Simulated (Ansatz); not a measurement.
# SbAs (model cell, started as zinc blende): phonons and vibrational spectra, part 2 of 3

Wanted: phonon frequencies of SbAs (model cell, started as zinc blende) and what follows from them.

Ansatz 0.2.0; DFT PBEsol, scalar-relativistic, plane waves, PAW.

So far. Step 3 (Bringing the structure to rest): Little changed from the start: no atom moved by 0.005 Å and no cell edge by 0.1 %. The relaxed cell has a = 6.429 Å (conventional setting).

The structure was built from a prototype and need not be the compound's stable phase.

## 4. Tight relaxation

Phonons need a cell at rest on their own settings, so the relaxation is repeated with tight tolerances on forces and stress on the k mesh and occupations of the first response run.

input.yaml

```yaml
crystal:
  lattice:
    - [0.0, 3.2145385099, 3.2145385099]
    - [3.2145385099, 0.0, 3.2145385099]
    - [3.2145385099, 3.2145385099, 0.0]
  atoms:
    - { symbol: Sb, position: [0.0, 0.0, 0.0] }
    - { symbol: As, position: [0.25, 0.25, 0.25] }
kpoints:
  mp_grid: { grid: [12, 12, 12] }
hamiltonian:
  xc: pbesol
scf:
  occupations: { method: methfessel_paxton, width: 0.2 }
output:
  forces: true
  stress: true
  eigenvalues: true
relax:
  adjacent_minimum: "off"
  f_tol: 0.001
  max_steps: 60
  cell: { stress_tol: 0.01 }
```

The run is started by

```console
> ansatz run input.yaml --threads 4 --pin off --max-ram 7168MiB --backend cpu --events-out ev --progress --plain --runs-dir out
```

Numbers of over 12 decimals in the logs are rounded to 6 here.

The program printed:

```text
[...]
Crystal: 2 atoms, lattice volume = 66.433 Å³
Basis set: ecut = 420 eV, 1291 PW (Γ), exchange–correlation on 64×64×64 points (8 copies of the dense FFT grid, shifted against one another)
Bands: 19, of which v1, the nominal top of the filled ones, is band 15 counted from 1 (14 counted from 0)
Symmetry: 24 space group operations
[...]
k-points: 72 of 1728 (time reversal used)
[...]
k-point 71: bands = [... 11 lower, -2.6560, 2.6533, 2.6742, 7.8304, 7.9965, 9.3453, 10.1181, 13.1740]
--- Relaxed structure (3 steps of the walk, 3 accepted, 1 SCFs on fresh bases) ---
[...]
cell:  # Å, volume = 66.3896 Å³
    - [0, 3.213834, 3.213834]
    - [3.213834, 0, 3.213834]
    - [3.213834, 3.213834, 0]
  atoms:
    - { symbol: Sb, position: [0, 0, 0] }
    - { symbol: As, position: [0.25, 0.25, 0.25] }
[key lines of the parts left out:]
SCF converged after 7 iterations
Free energy (F): -11220.372850 eV
Fermi energy:    6.865269 eV
P = ⅓ Tr σ = 0.0000 GPa (0.000 kbar)
```

Run time: 7.7 s. Hardware: 4 threads of Arm Neoverse V2, shared host; peak memory 0.46 GiB; 29 s of CPU time.

Little changed from the start: no atom moved by 0.005 Å and no cell edge by 0.1 %.

This step gave:

- pressure: 1.50e-5 GPa
- volume per atom: 33.19 Å³

The forces vanish by symmetry and the pressure is 0.000 GPa, within the tolerances set. The cell now holds 33.19 Å³/atom.

## 5. Modes at Γ

The zone centre comes first: it holds the modes that light can see, as far as symmetry allows. No field response is asked, since the mesh shows no gap.

input.yaml, the sections that differ from step 4:

```yaml
crystal:
  lattice:
    - [0.0, 3.2138340659, 3.2138340659]
    - [3.2138340659, 0.0, 3.2138340659]
    - [3.2138340659, 3.2138340659, 0.0]
  atoms:
    - { symbol: Sb, position: [0.0, 0.0, 0.0] }
    - { symbol: As, position: [0.25, 0.25, 0.25] }
output:
  eigenvalues: true
phonons:
  method: dfpt
# kpoints, hamiltonian, scf: as in step 4
# relax: removed
```

The program printed:

```text
zone centre: on kpoints.mp_grid the ground state, and the responses unless they are solved on pairs of k-points, stand on 163 of the mesh's 1728 k-points, reduced under 8 symmetry operations, with k and −k counted as one. Each operation leaves every solved displacement unchanged or reverses it
[...]
Crystal: 2 atoms, lattice volume = 66.390 Å³
Basis set: ecut = 420 eV, 1291 PW (Γ), exchange–correlation on 64×64×64 points (8 copies of the dense FFT grid, shifted against one another)
Bands: 19, of which v1, the nominal top of the filled ones, is band 15 counted from 1 (14 counted from 0)
Symmetry: 24 space group operations
k-points: 163 of 1728 (irreducible under 8 space group operations, time reversal used)
[...]
SCF iter   1: F=—  HF=-11220.374723 eV  |F-HF|=—  |Δ(HF+E_count)|=         —  Δρ=2.06e-3  dr2=3.73e-3  ethr=1.77e-3  ⟨swp⟩=5.3  Hψ=14729  notcnv=0
[...]
SCF iter  11: F=-11220.372850 eV  HF=-11220.372850 eV  |F-HF|=1.82e-12  |Δ(HF+E_count)|=  2.55e-11  S|Δr|=    0.00e0  Δρ=5.31e-8  dr2=4.46e-12  ethr=1.00e-12  ⟨swp⟩=5.7  Hψ=12153  notcnv=0
SCF 1 converged in 11 iterations: F = -11220.372850 eV  dr2 = 4.46e-12
[...]
DFPT response loops at Γ: preconditioner auto → Kerker (q_TF=auto, 2.390 Å⁻¹) (partly filled bands, converged f_vac=0.104); β = 1.00, the filter's whole step (`scf.mixing.beta` (0.50) is not read by the response loops under this deck's `scf.mixing.preconditioner`; to damp them name `kerker` or `kerker_dos`, under which they read `scf.mixing.beta`, and type it under 1.00, their step now; both keys bind the ground state too); Broyden in place of MSR1
SCF converged after 11 iterations
[...]
Free energy (F): -11220.372850 eV
[...]
Internal energy: -11220.374364 eV  (E = F + TS)
E sigma→0 (E₀):  -11220.373229 eV
Entropy (-TS):   0.001514 eV (0.757 meV/atom)
Fermi energy:    6.865270 eV
[...]
--- Band table (eV; the first three rows and the last of 163) ---
  k-point 0: bands = [... 11 lower, 1.4607, 4.9267, 4.9267, 4.9267, 7.5660, 7.5660, 7.5660, 11.2326]
  k-point 1: bands = [... 11 lower, 1.1930, 4.8392, 4.8392, 4.9665, 7.6830, 7.6931, 7.6931, 11.5370]
  k-point 2: bands = [... 11 lower, 0.5469, 4.6338, 4.6338, 4.9441, 7.9947, 7.9947, 8.1350, 12.2410]
  k-point 162: bands = [... 11 lower, -2.6560, 2.6533, 2.6742, 7.8304, 7.9965, 9.3453, 10.1181, 13.1740]
--- Phonons (Γ-DFPT): 2 representative perturbations + reference, on 163 of 1728 k-points (Σ response iterations 6) ---
  k mesh reduced under 8 symmetry operations, with k and −k counted as one. Each operation leaves every solved displacement unchanged or reverses it
  ASR residual: 1.164e-5 → 0.000e0 eV/Å²; symmetrization residual: 8.096e-6 eV/Å²
  ASR residual per site (eV/Å²): 1.16e-5 1.94e-6
  Γ frequencies (cm⁻¹): 0.00 0.00 0.00 174.65 174.65 174.65
  non-analytic LO–TO correction: not included (Born effective charges unavailable; polar crystals: no LO–TO splitting at Γ)
```

Elapsed: 15 s, on 4 threads; peak memory 0.89 GiB; 56 s of CPU time.

The column dr2 measures how far the density is from self-consistency, as an energy; F and HF (Harris–Foulkes) agree once it is small.

Numbers from this step:

```
sum-rule residual before enforcement                    : 1.16e-5 eV/Å²
point group                                             : -43m
highest optical mode at the zone centre (no LO-TO term) : 174.7 cm⁻¹
lowest optical zone-centre mode                         : 174.7 cm⁻¹
```

Patterns of degenerate modes are one choice out of their space. Modes at Γ, with each element's share of the kinetic energy:

| mode | frequency (cm⁻¹) | symmetry | Sb % | As % |
| --- | --- | --- | --- | --- |
| 1 | 0.0 | acoustic | 62 | 38 |
| 2 | 0.0 | acoustic | 62 | 38 |
| 3 | 0.0 | acoustic | 62 | 38 |
| 4 | 174.7 | T2 | 38 | 62 |
| 5 | 174.7 | T2 | 38 | 62 |
| 6 | 174.7 | T2 | 38 | 62 |

Displacements in mode 6 (174.7 cm⁻¹), the largest set to 1:
```
Sb1  0.00 -0.62  0.00
As2  0.00  1.00  0.00
```

Before it was imposed, the acoustic sum rule was missed by 1.2e-5 eV/Å². Small misses are needed for a sound result but don't prove that mesh and cutoff are converged. The lowest optical mode is real, 175 cm⁻¹.

## 6. The dispersion

Stability and thermal properties need the whole zone. Linear response on a 4×4×4 q mesh gives force constants as far as a supercell of that size would.

input.yaml, as its differences from that of step 5:

```diff
@@ -18 +18,8 @@
   method: dfpt
+  qmesh: [4, 4, 4]
+  temperatures: { t_max: 1000, t_step: 50 }
+  qpath:
+    path:
+      - [[0.0, 0.0, 0.0], [-0.5, -0.5, 0.0], [-0.375, -0.375, 0.25]]
+      - [[-0.375, 0.0, 0.375], [0.0, 0.0, 0.0], [0.0, 0.0, 0.5], [-0.5, -0.25, 0.25], [-0.5, -0.5, 0.0]]
+    npoints: 10
```

The program printed:

```text
Warning: phonons: the dynamical matrix that this run interpolates holds no multipole term above the dipole-dipole one, and a site of this crystal is no centre of inversion, so its interpolated transverse optical and acoustic branches and sound speeds can stay off near Gamma, and the density of states and the thermodynamics with them. What a run solves at a wave vector of phonons.qpoints, Gamma apart, where the deck admits one, is free of this, and under fd what a larger phonons.supercell samples
[...]
Crystal: 2 atoms, lattice volume = 66.390 Å³
Basis set: ecut = 420 eV, 1291 PW (Γ), exchange–correlation on 64×64×64 points (8 copies of the dense FFT grid, shifted against one another)
Bands: 19, of which v1, the nominal top of the filled ones, is band 15 counted from 1 (14 counted from 0)
Symmetry: 24 space group operations
k-points: 72 of 1728 (time reversal used)
[...]
SCF iter   1: F=—  HF=-11220.374746 eV  |F-HF|=—  |Δ(HF+E_count)|=         —  Δρ=2.06e-3  dr2=3.73e-3  ethr=1.77e-3  ⟨swp⟩=5.3  Hψ=6481  notcnv=0
[...]
SCF iter  11: F=-11220.372850 eV  HF=-11220.372850 eV  |F-HF|=3.64e-12  |Δ(HF+E_count)|=  2.73e-11  S|Δr|=    0.00e0  Δρ=5.27e-8  dr2=4.36e-12  ethr=1.00e-12  ⟨swp⟩=5.7  Hψ=5361  notcnv=0
SCF 1 converged in 11 iterations: F = -11220.372850 eV  dr2 = 4.36e-12
[...]
SCF iter   4: F=-11220.372850 eV  HF=-11220.372850 eV  |F-HF|=1.82e-12  |Δ(HF+E_count)|=  1.09e-11  S|Δr|=    0.00e0  Δρ=1.84e-7  dr2=9.81e-12  ethr=1.00e-12  ⟨swp⟩=1.8  Hψ=3747  notcnv=0
SCF 2 converged in 4 iterations: F = -11220.372850 eV  dr2 = 9.81e-12
phonons: the bands overlap, so this run is a metal and interpolates without the dipole-dipole term. If the crystal is really an insulator or semiconductor, its LO-TO splitting is missing
NSCF: frozen V_eff on 72 k-points
WARN: eigensolver did not converge in 3 slots of this pass, the one above among them; of largest residual over every band (k=15): 1 band(s) unlocked (lowest unlocked band 18, counted from 0; max residual 8.54e-6 eV among the unlocked bands, 8.54e-6 eV over every band); of lowest unlocked band (k=15): band 18
[...]
DFPT response loops at q = (0, 0, 0) (fractional): preconditioner auto → Kerker (q_TF=auto, 2.390 Å⁻¹) (partly filled bands, converged f_vac=0.104); β = 1.00, the filter's whole step (`scf.mixing.beta` (0.50) is not read by the response loops under this deck's `scf.mixing.preconditioner`; to damp them name `kerker` or `kerker_dos`, under which they read `scf.mixing.beta`, and type it under 1.00, their step now; both keys bind the ground state too); Broyden in place of MSR1
[...]
SCF converged after 11 iterations
[...]
Free energy (F): -11220.372850 eV
[...]
Internal energy: -11220.374364 eV  (E = F + TS)
E sigma→0 (E₀):  -11220.373229 eV
Entropy (-TS):   0.001514 eV (0.757 meV/atom)
Fermi energy:    6.865270 eV
[...]
--- Band table (eV; the first three rows and the last of 72) ---
  k-point 0: bands = [... 11 lower, 1.4607, 4.9267, 4.9267, 4.9267, 7.5660, 7.5660, 7.5660, 11.2326]
  k-point 1: bands = [... 11 lower, 1.1930, 4.8392, 4.8392, 4.9665, 7.6830, 7.6931, 7.6931, 11.5370]
  k-point 2: bands = [... 11 lower, 0.5469, 4.6338, 4.6338, 4.9441, 7.9947, 7.9947, 8.1350, 12.2410]
  k-point 71: bands = [... 11 lower, -2.6560, 2.6533, 2.6742, 7.8304, 7.9965, 9.3453, 10.1181, 13.1740]
--- Phonons (Γ-DFPT): 2 representative perturbations + reference (Σ response iterations 6) ---
  ASR residual: 1.183e-5 → 0.000e0 eV/Å²; symmetrization residual: 8.296e-6 eV/Å²
  ASR residual per site (eV/Å²): 1.18e-5 2.32e-6
  Γ frequencies (cm⁻¹): 0.00 0.00 0.00 174.65 174.65 174.65
--- Phonons (arbitrary-q DFPT): 8 irreducible q on the 4×4×4 mesh ---
  q = [0.0000, 0.0000, 0.0000] (star 1, of the zone-centre solve; hermiticity 3.19e-6, symmetrization 2.79e-12): -0.00 -0.00 0.00 174.65 174.65 174.65
  q = [0.0000, 0.0000, 0.2500] (star 8, 2 solved perturbations on 936 of 1728 k-point pairs; hermiticity 7.26e-6, symmetrization 6.37e-12): -29.11 -29.11 36.53 151.91 157.94 157.94
[...]
q = [0.0000, 0.2500, 0.2500] (star 6, 4 solved perturbations in 1608 linear systems a pass and spin channel, the states on 510 of 1728 k-point pairs; hermiticity 1.00e-5, symmetrization 1.51e-12): -48.60 -48.60 59.94 138.44 138.44 145.46
[...]
sum rule: each row above includes the acoustic sum rule's correction from the zone centre's row sums; it moved no ω² by more than (0.16 cm⁻¹)²
  mesh force constants: q→R imaginary residual 1.91e-18; ASR residual 1.183e-5 → 0.000e0 eV/Å²; symmetrization residual 3.109e-15 eV/Å²
  interpolated dispersion: 62 rows × 6 modes
  density of states and harmonic sums: on the 20×20×20 q-mesh, interpolated from the force constants of a 4×4×4 supercell (no non-analytic term)
  largest difference from the sums on the solved wave vectors: F 3.53e-3 eV, S 4.86e-6 and C_V 1.33e-6 eV/K
  zero-point energy: 0.030094 eV/cell   skipped modes (ω ≤ 0): 513, of them read as no rigid motion or as one in doubt: 510 (2.000e0 modes/cell left out, lowest -51.20 cm⁻¹)   left out of the sums: 3.33e-1 of the cell's modes: C_V's classical limit lies that fraction below 3 k_B per atom; for a crystal, a wire or a layer, F and S can be off by more, and a phonons.interpolated_qmesh denser along its periods is the remedy for the sampling
```

It took 6.4 min on 4 threads; peak memory 4.1 GiB.

This step gave:

- sum-rule residual before enforcement: 1.18e-5 eV/Å²
- lowest frequency on the path: -51.15 cm⁻¹
- highest frequency on the path or at a solved wavevector: 174.7 cm⁻¹
- lowest mode on the q mesh (acoustic modes at Γ apart): -49.33 cm⁻¹

Frequencies (cm⁻¹) solved at each irreducible wavevector; negative means imaginary. Frequencies by wavevector, by row:

| q in reciprocal lattice units | star | mode 1 | mode 2 | mode 3 | mode 4 | mode 5 | mode 6 |
| --- | --- | --- | --- | --- | --- | --- | --- |
| 0 0 0 | 1 | 0 | 0 | 0 | 174.7 | 174.7 | 174.7 |
| 0 0 0.25 | 8 | -29.1 | -29.1 | 36.5 | 151.9 | 157.9 | 157.9 |
| 0 0 -0.5 | 4 | -15.3 | -15.3 | 80.4 | 126.4 | 151.1 | 151.1 |
| 0 0.25 0.25 | 6 | -48.6 | -48.6 | 59.9 | 138.4 | 138.4 | 145.5 |
| 0 0.25 -0.5 | 24 | -40 | -32 | 93.5 | 120.7 | 128.8 | 136.1 |
| 0 0.25 -0.25 | 12 | -49.3 | -27.1 | 84.2 | 137.4 | 138.3 | 143.1 |
| 0 -0.5 -0.5 | 3 | -19 | -19 | 96.3 | 99.2 | 99.2 | 107.3 |
| 0.25 -0.5 -0.25 | 6 | -30.7 | -25.7 | 103.4 | 114.8 | 121 | 123.5 |

[end of part 2 of 3]

[Logs are printed without paths, hosts, clocks, repeated set-up lines and the standing remarks that a program may print on its own settings, such as how far it seeks lower states.]

[Hosts, paths, dates, database ids (printed as entryN), source tags and the programs' standing remarks are cut or masked in the printed files.]
